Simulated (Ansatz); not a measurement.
# Rb2TeH2O: complex band structure

Aim: relax a made-up compound, Rb2TeH2O, and see how good a tunnel barrier it would be. It is built by putting Te for part of the O in the RbHO structure of space group P2_1, with the volume rescaled by atomic radii. The parent structure comes from the Materials Project.

Main program and level: Ansatz 0.2.0; PBEsol DFT, plane waves, PAW files, in the first sound run; inputs show where later runs differ.

Most raw output is cut from this account.

The structure was built from a prototype and need not be the compound's stable phase.

### Step 1. Set-up

Symmetry: P1, No. 1, triclinic system. Conventional cell: a = 4.337 Å, b = 4.451 Å, c = 6.050 Å, α = 90.00°, β = 110.55°, γ = 90.00°. Rb has 4 H at 2.94 to 3.00 Å and 3 Te at 3.00 to 3.50 Å and 4 O at 3.05 to 3.23 Å nearest. Nearest to Rb lie 4 H at 2.94 to 3.00 Å and 3 O at 3.00 to 3.50 Å and 4 Te at 3.05 to 3.23 Å. Nearest to H lie 1 Te at 1.03 Å and 1 O at 2.11 Å and 2 H at 2.34 Å and 4 Rb at 2.94 to 3.00 Å. Nearest to H lie 1 O at 1.03 Å and 1 Te at 2.11 Å and 2 H at 2.34 Å and 4 Rb at 2.94 to 3.00 Å. Nearest to Te lie 3 H at 1.03 to 3.29 Å and 7 Rb at 3.00 to 3.50 Å. Nearest to O lie 3 H at 1.03 to 3.29 Å and 7 Rb at 3.00 to 3.50 Å. It derives from RbHO. Te for part of the O in the RbHO structure of space group P2_1. Farther neighbours and most contacts between anions are not listed.

### Step 2. Relaxing the new crystal

The substituted atoms don't fit the parent's cell, so cell and atoms relax together. A small smearing keeps the run stable in case the gap closes on the way.

File input.yaml:

```yaml
crystal:
  lattice:
    - [4.3369989536, 0.0, 0.0]
    - [0.0, 4.4507462427, 0.0]
    - [-2.1238341108, 0.0, 5.6648945744]
  atoms:
    - { symbol: Rb, position: [0.14169955, 0.76013229, 0.27577262] }
    - { symbol: Rb, position: [0.85830045, 0.26013229, 0.72422738] }
    - { symbol: H, position: [0.46581802, 0.89907598, 0.93530058] }
    - { symbol: H, position: [0.53418198, 0.39907598, 0.06469942] }
    - { symbol: Te, position: [0.39014823, 0.73882873, 0.80478984] }
    - { symbol: O, position: [0.60985177, 0.23882873, 0.19521016] }
kpoints:
  mp_grid: { grid: [6, 6, 4] }
scf:
  occupations: { method: gaussian, width: 0.03 }
hamiltonian:
  xc: pbesol
output:
  forces: true
  stress: true
relax:
  f_tol: 0.02
  max_steps: 60
  cell: {}
```

The run is started by

```bash
ansatz run input.yaml --threads 2 --pin off --max-ram 4096MiB --backend cpu --events-out ev --progress --plain --runs-dir out
```

The job ended after 2.1 min (2 threads of Intel Xeon 6975P-C (Granite Rapids), shared host; peak memory 0.64 GiB; 4.1 min of CPU time).

Step by step (22 of 25):

```tsv
step	energy less that of the first step (eV)	largest force component (eV/Å)	pressure (GPa)	volume (Å³)
1	0.0000	36.1879	35.78	109.35
2	-9.2090	6.2551	14.71	113.69
3	-10.6376	3.6059	6.69	126.01
4	-11.3175	1.8534	2.69	135.32
6	-11.7599	0.9163	0.15	145.18
7	-11.9626	1.4549	1.06	148.87
8	-11.9570	3.1503	2.89	145.99
9	-12.1619	1.3104	0.31	148.27
10	-12.4436	0.4399	-0.02	149.30
11	-12.5831	0.1895	0.19	147.81
12	-12.5965	0.1860	0.18	146.36
14	-12.6184	0.1016	0.05	147.67
15	-12.6206	0.0358	-0.01	147.51
16	-12.6207	0.0072	0.00	147.54
17*	-12.7693	0.0155	1.07	147.54
18	-12.7954	0.0474	0.28	154.75
19	-12.7957	0.0121	0.00	157.95
20	-12.7947	0.1312	-0.04	157.98
22	-12.7962	0.0039	0.00	157.99
23*	-12.8087	0.0075	0.01	157.99
24	-12.8086	0.0014	0.00	158.25
25*	-12.8088	0.0014	0.00	158.25
```

Relaxation steps marked * repeat the geometry before them on a plane-wave basis chosen anew for their cell, so energy and pressure can jump there. Other such steps can lie between the rows shown. Relaxation steps 8, 20 were tried and not accepted.

```tsv
cell as run	before	after	change
a (Å)	4.337	5.052	+16.5 %
b (Å)	4.451	5.185	+16.5 %
c (Å)	6.050	6.547	+8.2 %
α (°)	90.00	88.91	-1.2 %
β (°)	110.55	112.66	+1.9 %
γ (°)	90.00	90.02	+0.0 %
volume (Å³/atom)	18.22	26.38	+44.7 %
```

The atoms that moved most (Å, as changes of fractional coordinates times the final cell):

```tsv
atom	dx	dy	dz	length
H3	0.013	0.770	0.788	1.102
Rb2	0.016	-0.200	-0.404	0.451
Rb1	-0.023	0.177	-0.363	0.405
O6	-0.060	-0.282	-0.093	0.303
H4	-0.008	-0.280	0.108	0.300
Te5	0.060	-0.186	-0.036	0.199
```

The relaxed structure:

```cif
data_structure
_symmetry_space_group_name_H-M 'P 1'
_symmetry_Int_Tables_number 1
_cell_length_a 5.0524
_cell_length_b 5.1854
_cell_length_c 6.5471
_cell_angle_alpha 88.909
_cell_angle_beta 112.657
_cell_angle_gamma 90.015
_cell_volume 158.25
loop_
_atom_site_label
_atom_site_type_symbol
_atom_site_fract_x
_atom_site_fract_y
_atom_site_fract_z
_atom_site_occupancy
Rb1 Rb 0.10726 0.79512 0.21530 1
Rb2 Rb 0.82864 0.22245 0.65774 1
H3 H 0.53239 0.04601 0.06450 1
H4 H 0.54174 0.34488 0.08304 1
Te5 Te 0.39937 0.70300 0.79924 1
O6 O 0.59059 0.18462 0.18017 1
```

Numbers from this step:

```
free energy  : -13931.3138 eV
Fermi energy : 4.591 eV
pressure     : 0.004862 GPa
```

The largest force component on a free atom ends at 0.0014 eV/Å.

### Step 3. The bulk crystal and its band edges

The energy window and the wavevectors of the next steps follow from the band edges, so these are searched first, off the mesh as well.

File input.yaml:

```yaml
crystal:
  lattice:
    - [5.0524082683, -0.0005747646, -0.0191251123]
    - [-0.0005898391, 5.1851102449, 0.0508521493]
    - [-2.4991518059, 0.0650059045, 6.050959896]
  atoms:
    - { symbol: Rb, position: [0.1072641111, 0.7951169099, 0.2153013975] }
    - { symbol: Rb, position: [0.8286389919, 0.2224488592, 0.6577434128] }
    - { symbol: H, position: [0.5323920721, 1.0460099207, 1.0645039677] }
    - { symbol: H, position: [0.5417435039, 0.3448834643, 0.083037201] }
    - { symbol: Te, position: [0.3993717926, 0.7029970266, 0.7992404432] }
    - { symbol: O, position: [0.5905895283, 0.1846178192, 0.1801735778] }
kpoints:
  mp_grid: { grid: [6, 6, 4] }
  band_path: { path: [VBM, CBM], npoints: 30 }
scf:
  occupations: { method: fixed }
hamiltonian:
  xc: pbesol
output:
  eigenvalues: true
  write_potential: true
  write_density: true
  volumetric_format: npy
```

Run time: 20 s. Hardware: 2 threads; peak memory 0.59 GiB; 39 s of CPU time.

This step gave:

```yaml
free_energy: -13931.3139 eV
fermi_energy: 3.761 eV
gap_on_the_k_mesh: 1.660 eV
gap_on_path: 1.660 eV, by band count; negative where bands overlap
direct_gap_on_path: 1.771 eV
edge_places_on_path: 0, 0.5201 1/A along the path
```

The electronic bands at the labelled points (eV, zero at the Fermi level (highest filled level under fixed occupations); v1 is the highest filled band, c1 the lowest empty one):

```tsv
point	v4	v3	v2	v1	c1	c2	c3	c4
VBM	-3.50	-1.40	-0.28	0.00	3.12	3.45	3.52	5.12
halfway	-3.51	-1.16	-0.27	-0.06	2.33	3.44	4.04	4.74
CBM	-3.52	-0.85	-0.26	-0.11	1.66	3.45	4.29	4.82
```

The searched edges give 1.66 eV, as on the mesh.

### Step 4. Complex bands, plane (010), k-mesh 4×6×6

This step: PBEsol DFT, plane waves, PAW files; complex bands by layer matching along the plane's normal (Ansatz 0.2.0).

The same crystal is laid in a cell whose first two vectors span the (010) plane (indices of the standard conventional cell, whose axes can be ordered otherwise than in the bulk input). At fixed energy and wavevector in the plane the solver finds all kz, real and complex. A few wavevectors are listed, (0, 0), (-0.5, 0) and (0.5, 0) (two of them one point) in units of the plane's reciprocal vectors; the slowest state needn't be among them.

File input.yaml:

```yaml
crystal:
  lattice:
    - [6.547068136, 0.0, 0.0]
    - [-1.946290711, 4.662525912, 0.0]
    - [0.09870696, 0.039716575, 5.18426794]
  atoms:
    - { symbol: Rb, position: [0.2153013975, 0.1072641111, 0.7951169099] }
    - { symbol: Rb, position: [0.6577434128, 0.8286389919, 0.2224488592] }
    - { symbol: H, position: [0.0645039677, 0.5323920721, 0.0460099207] }
    - { symbol: H, position: [0.083037201, 0.5417435039, 0.3448834643] }
    - { symbol: Te, position: [0.7992404432, 0.3993717926, 0.7029970266] }
    - { symbol: O, position: [0.1801735778, 0.5905895283, 0.1846178192] }
kpoints:
  mp_grid: { grid: [4, 6, 6] }
scf:
  occupations: { method: fixed }
hamiltonian:
  xc: pbesol
output:
  eigenvalues: true
  transmission:
    leads: [[0, 0]]
    kpoints: [[0.0, 0.0], [-0.5, 0.0], [0.5, 0.0]]
    e_range: [-1.0, 2.66]
    de: 0.06
```

It took 58 s on 2 threads; peak memory 0.92 GiB.

This step gave:

| Item | Value |
| --- | --- |
| level to which the leads are filled | 0.8298 eV from the Fermi level |
| decay constant at the filling level, zone centre | 0.1827 Å⁻¹ |
| decay constant at the filling level, slowest listed point | 0.1827 Å⁻¹ |

K parallel (0, 0); values up to 1.5 1/Å, a degenerate pair printed once or twice; energies at which all values exceed this have no row. Table of Im kz of the slowest decaying states by energy, zero at the highest filled level on the SCF mesh:

```tsv
energy (eV)	decay 1 (Å⁻¹)	decay 2 (Å⁻¹)	decay 3 (Å⁻¹)	decay 4 (Å⁻¹)
-1.0000	0.245	0.563	0.787	0.808
-0.7600	0.482	0.767	0.790	0.823
-0.5200	0.358	0.744	0.772	0.802
-0.2200	0.0600	0.321	0.710	0.749
0.0200	0.137	0.277	0.409	0.675
0.2600	0.168	0.410	0.482	0.628
0.5000	0.182	0.480	0.559	0.685
0.7400	0.184	0.526	0.559	0.660
0.9800	0.175	0.553	0.559	0.633
1.2200	0.153	0.545	0.583	0.605
1.5200	0.0946	0.529	0.567	0.607
1.7600	0.513	0.535	0.592	0.621
2.0000	0.494	0.500	0.568	0.634
2.2400	0.462	0.471	0.544	0.645
2.4800	0.419	0.444	0.520	0.657
```

K parallel (0, 0). The Re kz of states that move upwards by energy, zero at the highest filled level on the SCF mesh:

```tsv
energy (eV)	channel 1 (Å⁻¹)	channel 2 (Å⁻¹)
-1.00	-0.341	-
-0.88	-0.292	-
-0.76	-0.242	0.218
-0.64	-0.206	0.353
-0.52	-0.161	0.556
-0.34	-0.0811	-
-0.22	-0.315	-
-0.10	-	-
0.02	-	-
0.14	-	-
0.26	-	-
0.38	-	-
0.50	-	-
0.62	-	-
0.74	-	-
0.92	-	-
1.04	-	-
1.16	-	-
1.28	-	-
1.40	-	-
1.52	-	-
1.64	-	-
1.76	0.0860	-
1.88	0.132	-
2.00	0.169	-
2.18	0.220	-
2.30	0.252	-
2.42	0.284	-
2.54	0.316	-
2.66	0.350	-
```

K parallel (-0.5, 0); values up to 1.5 1/Å, a degenerate pair printed once or twice; energies at which all values exceed this have no row. Im kz of the slowest decaying states against energy, zero at the highest filled level on the SCF mesh:

```tsv
energy (eV)	decay 1 (Å⁻¹)	decay 2 (Å⁻¹)	decay 3 (Å⁻¹)	decay 4 (Å⁻¹)
-1.00	0.0336	0.609	0.768	0.901
-0.82	0.141	0.558	0.754	0.888
-0.64	0.243	0.494	0.740	0.876
-0.46	0.299	0.407	0.725	0.863
-0.28	0.0087	0.257	0.338	0.710
-0.10	0.140	0.367	0.694	0.836
0.02	0.121	0.174	0.382	0.683
0.08	0.187	0.230	0.389	0.677
0.26	0.217	0.370	0.406	0.660
0.44	0.238	0.419	0.443	0.642
0.62	0.252	0.428	0.492	0.624
0.80	0.263	0.435	0.529	0.604
1.04	0.271	0.440	0.566	0.576
1.22	0.273	0.440	0.554	0.589
1.40	0.274	0.439	0.531	0.609
1.58	0.272	0.434	0.506	0.628
1.76	0.268	0.428	0.479	0.649
1.94	0.262	0.418	0.449	0.653
2.12	0.253	0.405	0.417	0.632
2.30	0.242	0.382	0.387	0.610
2.48	0.229	0.341	0.365	0.586
2.66	0.213	0.293	0.335	0.561
```

K parallel (0.5, 0); values up to 1.5 1/Å, a degenerate pair printed once or twice; energies at which all values exceed this have no row. Table of Im kz of the slowest decaying states by energy, zero at the highest filled level on the SCF mesh:

```tsv
energy (eV)	decay 1 (Å⁻¹)	decay 2 (Å⁻¹)	decay 3 (Å⁻¹)	decay 4 (Å⁻¹)
-1.00	0.0336	0.609	0.768	0.901
-0.88	0.0646	0.576	0.759	0.892
-0.70	0.217	0.518	0.745	0.880
-0.58	0.264	0.469	0.735	0.872
-0.40	0.314	0.368	0.720	0.859
-0.28	0.0087	0.257	0.338	0.710
-0.10	0.140	0.367	0.694	0.836
0.02	0.121	0.174	0.382	0.683
0.20	0.208	0.335	0.401	0.666
0.32	0.225	0.399	0.411	0.654
0.44	0.238	0.419	0.443	0.642
0.62	0.252	0.428	0.492	0.624
0.74	0.260	0.433	0.518	0.611
0.92	0.267	0.438	0.549	0.590
1.04	0.271	0.440	0.566	0.576
1.22	0.273	0.440	0.554	0.589
1.34	0.274	0.440	0.539	0.602
1.46	0.273	0.438	0.522	0.615
1.64	0.271	0.432	0.497	0.635
1.76	0.268	0.428	0.479	0.649
1.94	0.262	0.418	0.449	0.653
2.06	0.256	0.409	0.428	0.639
2.24	0.246	0.394	0.394	0.618
2.36	0.238	0.369	0.380	0.602
2.54	0.224	0.326	0.356	0.578
2.66	0.213	0.293	0.335	0.561
```

At the listed wavevectors the last open channel is at -0.04 eV and the next at +1.70 eV on the grid. At +0.80 eV, the grid energy nearest the filling level (the middle of the gap on the SCF mesh), the slowest state at the listed wavevectors decays with κ = 0.183 Å⁻¹, its amplitude falling by e over 5.5 Å. Through 1 nm of this crystal that state's transmission falls by exp(−2 × 0.183 Å⁻¹ × 10 Å) = 0.026.

### Step 5. Decay over the two-dimensional zone

The listed points could miss the slowest state, so one energy near mid-gap is solved on a mesh of 8×12.

input.yaml, as its differences from that of step 4:

```diff
@@ -20,6 +20,2 @@
   eigenvalues: true
-  transmission:
-    leads: [[0, 0]]
-    kpoints: [[0.0, 0.0], [-0.5, 0.0], [0.5, 0.0]]
-    e_range: [-1.0, 2.66]
-    de: 0.06
+  transmission: { leads: [[0, 0]], kmesh: [8, 12], e_range: [0.83, 0.84], de: 0.05 }
```

The job ended after 51 s (2 threads; peak memory 0.89 GiB).

Numbers from this step:

```
least decay constant on the mesh : 0.1818 Å⁻¹
```

Slowest decay constant (1/Å; 0 where a channel is open) over k1 and k2. At 0.8300 eV from the Fermi level.

Ten even steps from '_' (0.182) to '@' (0.416):
```
@@@@@@@@@@@@@@@@
%%##########%%%%
**++++++++++****
++==--::::--==++
----::..__..----
----::______::--
------..__..::--
++++==--::::--==
******++++++++++
%%%%%%##########
@@@@@@@@@@@@@@@@
@@@@@@@@@@@@@@@@
```
Columns: k1 (b1) from -0.5 to 0.375; rows upwards: k2 (b2) from -0.5 to 0.417.

The least value on the mesh is 0.182 Å⁻¹ at +0.83 eV. At that energy the listed points give about 0.182 Å⁻¹ by interpolation, so the mesh holds no clearly slower state.

### Step 6. Decaying states in the gap, plane (001), k-mesh 6×6×4

The same for the (001) plane, at (0, 0) and (0.5, 0), to see how the decay depends on direction.

File input.yaml:

```yaml
crystal:
  lattice:
    - [5.052444498, 0.0, 0.0]
    - [-0.001372183, 5.185359453, 0.0]
    - [-2.522046091, 0.123960642, 6.040531305]
  atoms:
    - { symbol: Rb, position: [0.1072641111, 0.7951169099, 0.2153013975] }
    - { symbol: Rb, position: [0.8286389919, 0.2224488592, 0.6577434128] }
    - { symbol: H, position: [0.5323920721, 0.0460099207, 0.0645039677] }
    - { symbol: H, position: [0.5417435039, 0.3448834643, 0.083037201] }
    - { symbol: Te, position: [0.3993717926, 0.7029970266, 0.7992404432] }
    - { symbol: O, position: [0.5905895283, 0.1846178192, 0.1801735778] }
kpoints:
  mp_grid: { grid: [6, 6, 4] }
scf:
  occupations: { method: fixed }
hamiltonian:
  xc: pbesol
output:
  eigenvalues: true
  transmission:
    leads: [[0, 0]]
    kpoints: [[0.0, 0.0], [0.5, 0.0]]
    e_range: [-1.0, 2.66]
    de: 0.06
```

Wall time 34 s (2 threads); peak memory 0.81 GiB.

This step gave:

```
decay constant at the filling level, zone centre          : 0.2232 Å⁻¹
decay constant at the filling level, slowest listed point : 0.2232 Å⁻¹
```

K parallel (0, 0); values up to 1.5 1/Å, a degenerate pair printed once or twice; energies at which all values exceed this have no row. The Im kz of the slowest decaying states by energy, zero at the highest filled level on the SCF mesh:

```tsv
energy (eV)	decay 1 (Å⁻¹)	decay 2 (Å⁻¹)	decay 3 (Å⁻¹)	decay 4 (Å⁻¹)
-1.00	0.652	0.675	0.782	0.795
-0.88	0.621	0.670	0.770	0.775
-0.70	0.138	0.567	0.662	0.738
-0.58	0.174	0.524	0.656	0.706
-0.40	0.207	0.441	0.627	0.645
-0.28	0.210	0.359	0.642	0.679
-0.10	0.239	0.558	0.629	0.659
0.02	0.133	0.243	0.621	0.631
0.20	0.246	0.346	0.608	0.644
0.32	0.245	0.401	0.600	0.646
0.44	0.243	0.438	0.590	0.645
0.62	0.235	0.475	0.576	0.641
0.74	0.228	0.492	0.566	0.636
0.92	0.213	0.511	0.549	0.627
1.04	0.199	0.520	0.538	0.619
1.22	0.174	0.520	0.529	0.607
1.34	0.152	0.507	0.534	0.598
1.46	0.122	0.493	0.537	0.588
1.64	0.0395	0.472	0.539	0.572
1.76	0.457	0.539	0.560	0.698
1.94	0.432	0.537	0.542	0.682
2.06	0.414	0.528	0.535	0.670
2.24	0.384	0.506	0.531	0.653
2.36	0.363	0.491	0.527	0.640
2.54	0.326	0.466	0.520	0.622
2.66	0.298	0.448	0.514	0.609
```

K parallel (0.5, 0); values up to 1.5 1/Å, a degenerate pair printed once or twice; energies at which all values exceed this have no row. Table of Im kz of the slowest decaying states by energy, zero at the highest filled level on the SCF mesh:

```tsv
energy (eV)	decay 1 (Å⁻¹)	decay 2 (Å⁻¹)	decay 3 (Å⁻¹)	decay 4 (Å⁻¹)
-1.00	0.217	0.639	0.639	0.983
-0.88	0.184	0.607	0.607	0.979
-0.70	0.229	0.229	0.538	0.539
-0.58	0.358	0.359	0.431	0.433
-0.40	0.264	0.264	0.453	0.963
-0.28	0.346	0.346	0.516	0.958
-0.10	0.388	0.389	0.553	0.951
0.02	0.406	0.406	0.566	0.946
0.20	0.424	0.425	0.578	0.938
0.32	0.433	0.433	0.582	0.932
0.44	0.439	0.439	0.585	0.926
0.62	0.445	0.445	0.586	0.916
0.74	0.447	0.447	0.585	0.909
0.92	0.447	0.447	0.583	0.897
1.04	0.446	0.446	0.581	0.889
1.22	0.441	0.442	0.576	0.875
1.34	0.437	0.438	0.572	0.866
1.46	0.432	0.433	0.567	0.855
1.64	0.422	0.423	0.560	0.839
1.76	0.414	0.415	0.554	0.827
1.94	0.400	0.401	0.544	0.808
2.06	0.389	0.390	0.537	0.794
2.24	0.370	0.371	0.526	0.772
2.36	0.355	0.355	0.517	0.756
2.54	0.328	0.329	0.504	0.730
2.66	0.307	0.308	0.494	0.712
```

At the listed wavevectors the last open channel is at -0.04 eV and the next at +1.70 eV on the grid. At +0.80 eV, the grid energy nearest the filling level (the middle of the gap on the SCF mesh), the slowest state at the listed wavevectors decays with κ = 0.223 Å⁻¹, its amplitude falling by e over 4.5 Å; the first such run, plane (010), gave 0.183 Å⁻¹.

### Step 7. Band edges at another level

This step: PBEsol DFT, plane waves, JTH PAW files (Ansatz 0.2.0).

The edges again with JTH files, at the same atoms.

File input.yaml:

```yaml
crystal:
  lattice:
    - [5.0524082683, -0.0005747646, -0.0191251123]
    - [-0.0005898391, 5.1851102449, 0.0508521493]
    - [-2.4991518059, 0.0650059045, 6.050959896]
  atoms:
    - { symbol: Rb, position: [0.1072641111, 0.7951169099, 0.2153013975] }
    - { symbol: Rb, position: [0.8286389919, 0.2224488592, 0.6577434128] }
    - { symbol: H, position: [0.5323920721, 1.0460099207, 1.0645039677] }
    - { symbol: H, position: [0.5417435039, 0.3448834643, 0.083037201] }
    - { symbol: Te, position: [0.3993717926, 0.7029970266, 0.7992404432] }
    - { symbol: O, position: [0.5905895283, 0.1846178192, 0.1801735778] }
kpoints:
  mp_grid: { grid: [6, 6, 4] }
  band_path: { path: [VBM, CBM], npoints: 30 }
scf:
  occupations: { method: fixed }
hamiltonian:
  xc: pbesol
  pseudopotentials: { kind: paw, source: jth }
output:
  eigenvalues: true
```

The job ended after 0.02 s (2 threads; peak memory 0.048 GiB).

The input was rejected at the start.

The program's message: “Error: inconsistent input (hamiltonian.pseudopotentials.source, hamiltonian.xc, hamiltonian.pseudopotentials.xc_functional): this build's library has no table of `source: jth` for `kind: paw` and the …”

### Step 8. What came out

```json
{
 "band gap": "1.66 eV",
 "least decay constant at mid-gap, normal to (010)": "0.183 Å⁻¹",
 "least decay constant at mid-gap, normal to (001)": "0.223 Å⁻¹",
 "least decay constant on a mesh, normal to (010)": "0.182 Å⁻¹"
}
```

In words: With PBEsol, the slowest decay at the wavevectors tried is κ = 0.183 Å⁻¹, normal to (010). Through such a film the transmission near mid-gap falls as exp(−2κd), a factor of ten every 6.3 Å. The decay depends on direction: 1.2 times faster normal to (001). A free electron under a barrier of half the gap would need a mass of 0.15 mₑ to decay at this rate. The compound is made up by substitution; its stability against other phases and against distortions of the cell's symmetry was not tested. A semilocal functional narrows gaps, while spin-orbit coupling, left out here, narrows them in compounds of heavy elements, so the error in κ can go either way.

[Logs are printed without paths, hosts, clocks, repeated set-up lines and the standing remarks that a program may print on its own settings, such as how far it seeks lower states.]

[Hosts, paths, dates, database ids (printed as entryN), source tags and the programs' standing remarks are cut or masked in the printed files.]
